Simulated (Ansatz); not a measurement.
# GeF2 (model cell, started as rutile): following an unstable mode

Which phase does GeF2 (model cell, started as rutile) fall into along its unstable mode, and how much energy does it gain?

Program: Ansatz 0.2.0. Level of theory: DFT PBE, scalar-relativistic, plane waves, PAW. Results are calculated unless marked as measured.

The structure was built from a prototype and need not be the compound's stable phase.

### Step 1. The structure

The structure is tetragonal, space group P4_2/mnm (No. 136). The conventional cell has a = 5.239 Å, b = 5.239 Å, c = 3.549 Å, α = 90.00°, β = 90.00°, γ = 90.00°. Nearest to Ge lie 6 F at 2.25 to 2.30 Å. F has 3 Ge at 2.25 to 2.30 Å nearest. Farther neighbours and most contacts between anions are not listed.

Coordinates:

```cif
data_structure
_symmetry_space_group_name_H-M 'P4_2/mnm'
_symmetry_Int_Tables_number 136
_cell_length_a 5.2390
_cell_length_b 5.2390
_cell_length_c 3.5488
_cell_angle_alpha 90.000
_cell_angle_beta 90.000
_cell_angle_gamma 90.000
_cell_volume 97.41
loop_
_atom_site_label
_atom_site_type_symbol
_atom_site_symmetry_multiplicity
_atom_site_Wyckoff_symbol
_atom_site_fract_x
_atom_site_fract_y
_atom_site_fract_z
_atom_site_occupancy
Ge1 Ge 2 a 0.00000 0.00000 0.00000 1
F1 F 4 f 0.30303 0.30303 0.00000 1
```

### Step 2. Response at finite wavevector

The cell comes from relaxations at this level that are not shown. Stability and thermal properties need the whole zone. Linear response on a 2×2×4 q mesh gives force constants as far as a supercell of that size would, and the tensors from the zone-centre run are typed in so that the long-range dipole term is interpolated apart.

input.yaml reads:

```yaml
crystal:
  lattice:
    - [5.2390464767, 0.0, 0.0]
    - [0.0, 5.2390464767, 0.0]
    - [0.0, 0.0, 3.5488479333]
  atoms:
    - { symbol: Ge, position: [0.0, 0.0, 0.0] }
    - { symbol: Ge, position: [0.5, 0.5, 0.5] }
    - { symbol: F, position: [0.3030272295, 0.3030272295, 0.0] }
    - { symbol: F, position: [0.6969727705, 0.6969727705, 0.0] }
    - { symbol: F, position: [0.8030272295, 0.1969727705, 0.5] }
    - { symbol: F, position: [0.1969727705, 0.8030272295, 0.5] }
kpoints:
  mp_grid: { grid: [4, 4, 8] }
hamiltonian:
  xc: pbe
scf:
  occupations: { method: fixed }
output:
  eigenvalues: true
phonons:
  method: dfpt
  qmesh: [2, 2, 4]
  temperatures: { t_max: 1000, t_step: 50 }
  qpath:
    path:
      - [[0.0, 0.0, 0.0], [0.0, 0.5, 0.0], [0.5, 0.5, 0.0], [0.0, 0.0, 0.0], [0.0, 0.0, 0.5], [0.0, 0.5, 0.5], [0.5, 0.5, 0.5], [0.0, 0.0, 0.5]]
      - [[0.0, 0.5, 0.0], [0.0, 0.5, 0.5]]
      - [[0.5, 0.5, 0.0], [0.5, 0.5, 0.5]]
    npoints: 10
  non_analytic_term:
    high_frequency_dielectric_tensor: [[3.6297, 0.0, 0.0], [0.0, 3.6297, 0.0], [0.0, 0.0, 3.6879]]
    born_effective_charges:
      - { species: Ge, tensor: [[3.208, 0.597, 0.0], [0.597, 3.208, 0.0], [0.0, 0.0, 3.7421]] }
      - { species: Ge, tensor: [[3.208, -0.597, 0.0], [-0.597, 3.208, 0.0], [0.0, 0.0, 3.7421]] }
      - { species: F, tensor: [[-1.604, -1.2559, 0.0], [-1.2559, -1.604, 0.0], [0.0, 0.0, -1.871]] }
      - { species: F, tensor: [[-1.604, -1.2559, 0.0], [-1.2559, -1.604, 0.0], [0.0, 0.0, -1.871]] }
      - { species: F, tensor: [[-1.604, 1.2559, 0.0], [1.2559, -1.604, 0.0], [0.0, 0.0, -1.871]] }
      - { species: F, tensor: [[-1.604, 1.2559, 0.0], [1.2559, -1.604, 0.0], [0.0, 0.0, -1.871]] }
    source: "zone-centre run at this cell"
```

Started as:

```bash
$ ansatz run input.yaml --threads 8 --pin off --max-ram 14336MiB --backend cpu --events-out ev --progress --plain --runs-dir out
```

Numbers of over 12 decimals in the logs are rounded to 6 here.

What it wrote:

```text
Warning: phonons: the dynamical matrix that this run interpolates holds no multipole term above the dipole-dipole one, and a site of this crystal is no centre of inversion, so its interpolated transverse optical and acoustic branches and sound speeds can stay off near Gamma, and the density of states and the thermodynamics with them. What a run solves at a wave vector of phonons.qpoints, Gamma apart, where the deck admits one, is free of this, and under fd what a larger phonons.supercell samples
Engine: ansatz 0.2.0, aarch64-unknown-linux-gnu
Pseudopotentials: kind: paw
Pseudopotential: Ge, paw, valence charge 14, recommended cutoff 420 eV (normal), Ge.paw.azcp
Pseudopotential: F, paw, valence charge 7, recommended cutoff 420 eV (normal), F.paw.azcp
Functional definition: PBE
  parameter kappa = 0.804
  parameter beta = 0.066725
  exchange = pbe_x(kappa = kappa, mu = beta*pi^2/3)
  correlation = pbe_c(beta = beta)
Crystal: 6 atoms, lattice volume = 97.407 Å³
Basis set: ecut = 420 eV, 1915 PW (Γ), exchange–correlation on 72×72×48 points (8 copies of the dense FFT grid, shifted against one another)
Bands: 34, of which v1, the nominal top of the filled ones, is band 28 counted from 1 (27 counted from 0)
Symmetry: 16 space group operations
k-points: 30 of 128
Non-local potential: Ge, projectors of the file, l = 0: 2, l = 1: 2, l = 2: 3, l = 3: 1
Non-local potential: F, projectors of the file, l = 0: 2, l = 1: 2, l = 2: 1
PAW form: soft (Blöchl's): semilocal exchange-correlation on the pseudo side does not see the compensation charge
PAW one-centre angular grid: Ge, 590 points (default); XC on 64 Gauss nodes
PAW one-centre angular grid: F, 110 points (default); XC on 64 Gauss nodes
Initial density: superposition of atomic densities (neutral atoms: chi_scale 0, normalization atom), corrected by the library's trained network
Initial wavefunctions: pseudopotential atomic-orbital guess
Functional: x = pbe(κ = 0.804, μ = 0.219515), c = pbe(β = 0.066725)
SCF iter   1: F=—  HF=-11823.999544 eV  |F-HF|=—  |Δ(HF+E_count)|=         —  Δρ=2.88e-3  dr2=2.74e-3  ethr=1.77e-3  ⟨swp⟩=4.0  Hψ=3561  notcnv=0  defer=87
preconditioner: auto → Resta (q_TF=auto, 2.488 Å⁻¹)  ε∞=3.2  [insulator: Δε(μ)=3.017 eV  Ē_g=19.014 eV  n_scr=30 (ndim 8)  ℏωp=28.2 eV  f_vac=0.196  ε∞_Penn≈3.2]
SCF iter   2: F=—  HF=-11823.999345 eV  |F-HF|=—  |Δ(HF+E_count)|=   1.99e-4  Δρ=1.48e-3  dr2=5.01e-4  ethr=4.89e-6  ⟨swp⟩=2.0  Hψ=2161  notcnv=0  defer=119
SCF iter   3: F=—  HF=-11823.999605 eV  |F-HF|=—  |Δ(HF+E_count)|=   2.60e-4  Δρ=6.56e-4  dr2=1.28e-4  ethr=8.94e-7  ⟨swp⟩=2.0  Hψ=1841  notcnv=0  defer=114
SCF iter   4: F=—  HF=-11823.999771 eV  |F-HF|=—  |Δ(HF+E_count)|=   1.66e-4  Δρ=8.16e-5  dr2=5.20e-6  ethr=2.28e-7  ⟨swp⟩=2.0  Hψ=1447  notcnv=0  defer=112
SCF iter   5: F=—  HF=-11823.999784 eV  |F-HF|=—  |Δ(HF+E_count)|=   1.29e-5  Δρ=5.17e-5  dr2=1.53e-6  ethr=9.29e-9  ⟨swp⟩=2.0  Hψ=1809  notcnv=0  defer=51
SCF iter   6: F=—  HF=-11823.999782 eV  |F-HF|=—  |Δ(HF+E_count)|=   1.55e-6  Δρ=1.40e-5  dr2=1.94e-7  ethr=2.73e-9  ⟨swp⟩=2.0  Hψ=1809  notcnv=0  defer=51
SCF iter   7: F=—  HF=-11823.999783 eV  |F-HF|=—  |Δ(HF+E_count)|=   1.29e-7  Δρ=4.76e-6  dr2=1.50e-8  ethr=3.46e-10  ⟨swp⟩=2.0  Hψ=1809  notcnv=0  defer=51
SCF iter   8: F=—  HF=-11823.999783 eV  |F-HF|=—  |Δ(HF+E_count)|=   4.33e-9  Δρ=5.69e-7  dr2=2.99e-10  ethr=2.67e-11  ⟨swp⟩=2.0  Hψ=1809  notcnv=0  defer=51
SCF iter   9: F=-11823.999783 eV  HF=-11823.999783 eV  |F-HF|=0.00e0  |Δ(HF+E_count)|=  3.27e-10  Δρ=6.18e-8  dr2=3.13e-12  ethr=1.00e-12  ⟨swp⟩=8.9  Hψ=6106  notcnv=0
SCF 1 converged in 9 iterations: F = -11823.999783 eV  dr2 = 3.13e-12
  greatest PAW one-centre occupation: 0.999 electrons in one spin orbital (limit 2), on the Ge atom at site 0 (counted from 0), in its partial waves of l = 2
NSCF: frozen V_eff on 30 k-points
NSCF: frozen V_eff on 50 k-points
DFPT response loops at q = (0, 0, 0) (fractional): preconditioner auto → none (the input reference at scf.mixing.eps_inf says where Resta's filter doesn't serve); β = 0.50; Broyden in place of MSR1
NSCF: frozen V_eff on 160 k-points
DFPT response loops at q = (0, 0, 0.25) (fractional): mixed as the last ones told, above
NSCF: frozen V_eff on 100 k-points
DFPT response loops at q = (0, 0, -0.5) (fractional): mixed as the last ones told, above
NSCF: frozen V_eff on 100 k-points
DFPT response loops at q = (0, -0.5, 0) (fractional): mixed as the last ones told, above
NSCF: frozen V_eff on 160 k-points
DFPT response loops at q = (0, -0.5, 0.25) (fractional): mixed as the last ones told, above
NSCF: frozen V_eff on 100 k-points
DFPT response loops at q = (0, -0.5, -0.5) (fractional): mixed as the last ones told, above
NSCF: frozen V_eff on 100 k-points
DFPT response loops at q = (-0.5, -0.5, 0) (fractional): mixed as the last ones told, above
NSCF: frozen V_eff on 160 k-points
DFPT response loops at q = (-0.5, -0.5, 0.25) (fractional): mixed as the last ones told, above
NSCF: frozen V_eff on 100 k-points
DFPT response loops at q = (-0.5, -0.5, -0.5) (fractional): mixed as the last ones told, above
SCF converged after 9 iterations
Free energy (F): -11823.999783 eV
Harris-Foulkes:  -11823.999783 eV  (|F-HF|=0.00e0)
Internal energy: -11823.999783 eV  (E = F + TS)
E sigma→0 (E₀):  -11823.999783 eV
Fermi energy:    3.679640 eV
--- Per-component energies (eV) ---
  E_band       = -569.699934
  E_kinetic    = 1037.305452
  E_local      = -7550.890682  (includes V_loc(G=0)·N_el)
  E_nonlocal   = 1114.553237
  E_hartree    = 3109.363694
  E_xc         = -468.051776
  E_vxc        = -534.149232  (∫ρ·V_xc dr)
  E_paw        = -4822.533026  (= ΣΔE_a)
  E_vpaw       = -855.255109  (= ΣTr[D̂ρ^β])
  E_aug_tail   = 0.008984  (compensation charges beyond the density's cutoff)
  E_ewald      = -4243.755665
  E_smearing   = -0.000000  (= −TS)
  E_closure    = 0.000000  (closes the sum)
  Σ components = -11823.999783   (vs F -11823.999783, Δ=0.00e0)
--- Band table (eV; the first three rows and the last of 30) ---
  k-point 0: bands = [... 24 lower, 0.5357, 0.5357, 0.8124, 3.5855, 6.6807, 6.6807, 9.3442, 9.8682, ... 2 higher]
  k-point 1: bands = [... 24 lower, 0.5177, 0.5797, 0.7730, 3.6408, 6.9965, 6.9965, 8.9662, 9.8610, ... 2 higher]
  k-point 2: bands = [... 24 lower, 0.4537, 0.6556, 1.4938, 3.6796, 7.7614, 7.7614, 8.3885, 9.5842, ... 2 higher]
  k-point 29: bands = [... 24 lower, 0.4925, 0.4925, 2.4900, 2.4900, 8.5352, 8.5352, 8.8052, 8.8052, ... 2 higher]
--- Phonons (Γ-DFPT): 4 representative perturbations + reference (Σ response iterations 14) ---
  ASR residual: 3.413e-5 → 0.000e0 eV/Å²; symmetrization residual: 9.301e-6 eV/Å²
  ASR residual per site (eV/Å²): 3.41e-5 3.41e-5 9.50e-6 9.50e-6 9.50e-6 9.50e-6
  Γ frequencies (cm⁻¹): -192.42 -176.62 -176.62 -116.67 0.00 0.00 0.00 61.73 91.75 120.87 120.87 174.77 176.47 176.47 202.92 202.92 244.11 372.23
--- Phonons (arbitrary-q DFPT): 9 irreducible q on the 2×2×4 mesh ---
  q = [0.0000, 0.0000, 0.0000] (star 1, of the zone-centre solve; hermiticity 3.72e-6, symmetrization 4.53e-12): -192.42 -176.62 -176.62 -116.67 -0.00 -0.00 -0.00 61.73 91.75 120.87 120.87 174.77 176.47 176.47 202.92 202.92 244.11 372.23
  q = [0.0000, 0.0000, 0.2500] (star 2, 4 solved perturbations in 272 linear systems a pass and spin channel, the states on 80 of 128 k-point pairs; hermiticity 4.39e-7, symmetrization 5.04e-13): -181.76 -181.76 -124.83 49.86 49.86 86.38 109.45 109.45 120.74 126.00 126.00 155.98 162.18 175.33 175.33 212.39 349.73 360.94
  q = [0.0000, 0.0000, -0.5000] (star 1, 4 solved perturbations in 170 linear systems a pass and spin channel, the states on 50 of 128 k-point pairs; hermiticity 3.80e-7, symmetrization 3.26e-8): -190.42 -190.42 -72.72 -72.72 85.37 85.37 121.30 121.30 124.73 124.73 128.73 128.73 129.31 129.31 201.23 201.23 331.32 331.32
  q = [0.0000, -0.5000, 0.0000] (star 2, 6 solved perturbations on 50 of 128 k-point pairs; hermiticity 9.76e-6, symmetrization 4.88e-6): -157.14 -157.14 37.24 37.24 63.25 63.25 107.33 107.33 134.45 134.45 165.51 165.51 177.07 177.07 181.63 181.63 370.38 370.38
  q = [0.0000, -0.5000, 0.2500] (star 4, 6 solved perturbations on 80 of 128 k-point pairs; hermiticity 1.78e-5, symmetrization 8.89e-6): -187.87 -187.87 -60.93 -60.93 74.59 74.59 90.28 90.28 125.22 125.22 141.12 141.12 182.01 182.01 192.55 192.55 345.32 345.32
  q = [0.0000, -0.5000, -0.5000] (star 2, 6 solved perturbations on 50 of 128 k-point pairs; hermiticity 8.91e-6, symmetrization 4.43e-6): -216.29 -216.29 -180.62 -180.62 72.42 72.42 100.44 100.44 119.43 119.43 122.21 122.21 196.45 196.45 231.02 231.02 317.65 317.65
  q = [-0.5000, -0.5000, 0.0000] (star 1, 4 solved perturbations in 170 linear systems a pass and spin channel, the states on 50 of 128 k-point pairs; hermiticity 8.09e-6, symmetrization 3.95e-6): -169.16 -169.16 -162.13 -162.13 41.03 41.03 71.59 71.59 96.57 96.57 110.13 110.13 178.19 178.19 237.86 237.86 352.77 352.77
  q = [-0.5000, -0.5000, 0.2500] (star 2, 4 solved perturbations in 272 linear systems a pass and spin channel, the states on 80 of 128 k-point pairs; hermiticity 1.11e-5, symmetrization 7.28e-6): -173.44 -173.44 57.63 57.63 74.58 74.58 97.26 97.26 109.67 109.67 124.95 124.95 147.55 147.55 206.29 206.29 329.54 329.54
  q = [-0.5000, -0.5000, -0.5000] (star 1, 4 solved perturbations in 170 linear systems a pass and spin channel, the states on 50 of 128 k-point pairs; hermiticity 6.17e-6, symmetrization 3.07e-6): -181.42 -181.42 -59.84 -59.84 61.23 61.23 109.14 109.14 140.01 140.01 147.82 147.82 156.21 156.21 199.33 199.33 301.79 301.79
  sum rule: each row above includes the acoustic sum rule's correction from the zone centre's row sums; it moved no ω² by more than (0.45 cm⁻¹)²
  mesh force constants: q→R imaginary residual 1.41e-17; ASR residual 3.413e-5 → 0.000e0 eV/Å²; symmetrization residual 2.808e-15 eV/Å²
  interpolated dispersion: 94 rows × 18 modes
  density of states and harmonic sums: on the 12×12×20 q-mesh, interpolated from the force constants of a 2×2×4 supercell (with the dipole–dipole term of supplied tensors)
  largest difference from the sums on the solved wave vectors: F 5.57e-3 eV, S 6.76e-6 and C_V 2.65e-6 eV/K
  zero-point energy: 0.142758 eV/cell   skipped modes (ω ≤ 0): 1092, of them read as no rigid motion or as one in doubt: 1089 (3.553e0 modes/cell left out, lowest -216.29 cm⁻¹)   left out of the sums: 1.97e-1 of the cell's modes: C_V's classical limit lies that fraction below 3 k_B per atom; for a crystal, a wire or a layer, F and S can be off by more, and a phonons.interpolated_qmesh denser along its periods is the remedy for the sampling
```

The job ended after 1.9 min (8 threads of Arm Neoverse V2, shared host; peak memory 1.1 GiB; 14 min of CPU time).

Reading the cycles: dr2 is the Hartree energy of the density residual (eV), the measure of convergence; HF is the Harris–Foulkes estimate of the energy, which meets the free energy F at convergence.

A gap read on the k-mesh alone can miss the band edges.

Numbers from this step:

```
gap on the k-mesh                                       : 3.001 eV
volume per atom                                         : 16.23 Å³
sum-rule residual before enforcement                    : 3.41e-5 eV/Å²
lowest frequency on the path                            : -216.3 cm⁻¹
point group                                             : 4/mmm
highest frequency on the path or at a solved wavevector : 389.6 cm⁻¹
highest optical mode at the zone centre (no LO-TO term) : 372.2 cm⁻¹
lowest optical zone-centre mode                         : -192.4 cm⁻¹
lowest mode on the q mesh (acoustic modes at Γ apart)   : -216.3 cm⁻¹
```

Frequencies (cm⁻¹) solved at each irreducible wavevector; negative means imaginary. Frequencies by wavevector, by row:

| q in reciprocal lattice units | star | mode 1 | mode 2 | mode 3 | mode 4 | mode 16 | mode 17 | mode 18 |
| --- | --- | --- | --- | --- | --- | --- | --- | --- |
| 0 0 0 | 1 | -192.4 | -176.6 | -176.6 | -116.7 | 202.9 | 244.1 | 372.2 |
| 0 0 0.25 | 2 | -181.8 | -181.8 | -124.8 | 49.9 | 212.4 | 349.7 | 360.9 |
| 0 0 -0.5 | 1 | -190.4 | -190.4 | -72.7 | -72.7 | 201.2 | 331.3 | 331.3 |
| 0 -0.5 0 | 2 | -157.1 | -157.1 | 37.2 | 37.2 | 181.6 | 370.4 | 370.4 |
| 0 -0.5 0.25 | 4 | -187.9 | -187.9 | -60.9 | -60.9 | 192.6 | 345.3 | 345.3 |
| 0 -0.5 -0.5 | 2 | -216.3 | -216.3 | -180.6 | -180.6 | 231 | 317.6 | 317.6 |
| -0.5 -0.5 0 | 1 | -169.2 | -169.2 | -162.1 | -162.1 | 237.9 | 352.8 | 352.8 |
| -0.5 -0.5 0.25 | 2 | -173.4 | -173.4 | 57.6 | 57.6 | 206.3 | 329.5 | 329.5 |
| -0.5 -0.5 -0.5 | 1 | -181.4 | -181.4 | -59.8 | -59.8 | 199.3 | 301.8 | 301.8 |

Interpolated from a 2×2×4 q mesh, with the LO-TO term (at Γ the limit along the path; where Γ stands inside the path, tables give the limit on arrival). The phonon branches at the labelled points (cm⁻¹):

| point | branch 1 | branch 2 | branch 3 | branch 4 | branch 15 | branch 16 | branch 17 | branch 18 |
| --- | --- | --- | --- | --- | --- | --- | --- | --- |
| Γ | -192 | -177 | -117 | 0 | 203 | 244 | 372 | 377 |
| halfway | -182 | -129 | -129 | 34 | 204 | 225 | 370 | 375 |
| X | -157 | -157 | 37 | 37 | 182 | 182 | 370 | 370 |
| halfway | -160 | -160 | -97 | -97 | 211 | 211 | 368 | 368 |
| M | -169 | -169 | -162 | -162 | 238 | 238 | 353 | 353 |
| halfway | -176 | -159 | -139 | 47 | 179 | 227 | 360 | 388 |
| Γ | -192 | -177 | -117 | 0 | 203 | 244 | 372 | 377 |
| halfway | -182 | -182 | -125 | 50 | 175 | 212 | 350 | 361 |
| Z | -190 | -190 | -73 | -73 | 201 | 201 | 331 | 331 |
| halfway | -192 | -192 | -166 | -166 | 215 | 215 | 326 | 326 |
| R | -216 | -216 | -181 | -181 | 231 | 231 | 318 | 318 |
| halfway | -188 | -188 | -161 | -161 | 220 | 220 | 311 | 311 |
| A | -181 | -181 | -60 | -60 | 199 | 199 | 302 | 302 |
| halfway | -202 | -189 | -186 | -89 | 200 | 230 | 314 | 324 |
| Z | -190 | -190 | -73 | -73 | 201 | 201 | 331 | 331 |
| jump to X | -157 | -157 | 37 | 37 | 182 | 182 | 370 | 370 |
| halfway | -188 | -188 | -61 | -61 | 192 | 192 | 345 | 345 |
| R | -216 | -216 | -181 | -181 | 231 | 231 | 318 | 318 |
| jump to M | -169 | -169 | -162 | -162 | 238 | 238 | 353 | 353 |
| halfway | -173 | -173 | 58 | 58 | 206 | 206 | 330 | 330 |
| A | -181 | -181 | -60 | -60 | 199 | 199 | 302 | 302 |

Symmetry leaves 9 wavevectors to solve. The lowest mode among them, the acoustic zeros apart, lies at q = (0, -0.5, -0.5) and is imaginary, 216.3i cm⁻¹, so the energy falls along it.

### Step 3. The mode frozen in, largest atomic shift 0 Å

The mode followed lies at q = (0, -0.5, -0.5) with frequency 216.3i cm⁻¹ and is 2-fold degenerate, the softest among the wavevectors solved. At small amplitude the distorted cell has space group no. 14 by a symmetry search on the positions. The undistorted cell that holds it gives the zero of energy on the same k mesh.

System of this step: GeF2 (model cell, started as rutile). It takes space group P4_2/mnm (No. 136, tetragonal). Conventional cell: a = 5.239 Å, b = 5.239 Å, c = 3.549 Å, α = 90.00°, β = 90.00°, γ = 90.00°. Nearest to Ge lie 6 F at 2.25 to 2.30 Å. F has 3 Ge at 2.25 to 2.30 Å nearest. Farther neighbours and most contacts between anions are not listed.

input.yaml reads:

```yaml
crystal:
  lattice:
    - [-5.2390464767, 0.0, 0.0]
    - [0.0, -5.2390464767, -3.5488479333]
    - [0.0, -5.2390464767, 3.5488479333]
  atoms:
    - { symbol: Ge, position: [0.0, 0.5, 0.5] }
    - { symbol: Ge, position: [0.0, 0.0, 0.0] }
    - { symbol: Ge, position: [0.5, 1.0, 0.5] }
    - { symbol: Ge, position: [0.5, 0.5, 0.0] }
    - { symbol: F, position: [0.6969727705, 0.3484863852, 0.3484863852] }
    - { symbol: F, position: [0.6969727705, 0.8484863852, 0.8484863852] }
    - { symbol: F, position: [0.3030272295, 0.1515136148, 0.1515136148] }
    - { symbol: F, position: [0.3030272295, 0.6515136148, 0.6515136148] }
    - { symbol: F, position: [0.1969727705, 0.1515136147, 0.6515136148] }
    - { symbol: F, position: [0.1969727705, 0.6515136147, 0.1515136148] }
    - { symbol: F, position: [0.8030272295, 0.8484863852, 0.3484863852] }
    - { symbol: F, position: [0.8030272295, 0.3484863852, 0.8484863852] }
kpoints:
  mp_grid: { grid: [4, 4, 4] }
hamiltonian:
  xc: pbe
scf:
  occupations: { method: gaussian, width: 0.02 }
output:
  forces: true
  stress: true
  eigenvalues: true
```

What it wrote:

```text
[...]
Crystal: 12 atoms, lattice volume = 194.815 Å³
Basis set: ecut = 420 eV, 3815 PW (Γ), exchange–correlation on 72×90×90 points (8 copies of the dense FFT grid, shifted against one another)
Bands: 68, of which v1, the nominal top of the filled ones, is band 56 counted from 1 (55 counted from 0)
Symmetry: 16 space group operations
[...]
k-points: 21 of 64
[...]
k-point 0: bands = [... 52 lower, 0.8124, 3.1590, 3.1590, 3.5854, 6.6807, 6.6807, 7.0917, 7.0917, ... 5 higher]
  k-point 1: bands = [... 52 lower, 0.7732, 2.7477, 3.2323, 3.5332, 7.0518, 7.0616, 7.3711, 7.4754, ... 5 higher]
  k-point 2: bands = [... 52 lower, 1.7924, 1.7924, 3.3957, 3.3957, 7.7536, 7.7536, 7.8256, 7.8256, ... 5 higher]
  k-point 20: bands = [... 52 lower, 2.2290, 2.2290, 3.1590, 3.1590, 6.8687, 6.8687, 7.0917, 7.0917, ... 5 higher]
[key lines of the parts left out:]
SCF converged after 7 iterations
Free energy (F): -23647.999516 eV
Fermi energy:    5.180130 eV
P = ⅓ Tr σ = -0.0014 GPa (-0.014 kbar)
```

Elapsed: 1.9 s, on 8 threads; peak memory 0.92 GiB; 14 s of CPU time.

Numbers from this step:

| Item | Value |
| --- | --- |
| pressure | -0.001448 GPa |
| energy from the undistorted cell | 0 meV/atom |

At this level the gap is 3.00 eV on the k-mesh of the self-consistent run, which can miss the band edges.

(Continued in part 2 of 3.)

[Logs are printed without paths, hosts, clocks, repeated set-up lines and the standing remarks that a program may print on its own settings, such as how far it seeks lower states.]

[Hosts, paths, dates, database ids (printed as entryN), source tags and the programs' standing remarks are cut or masked in the printed files.]
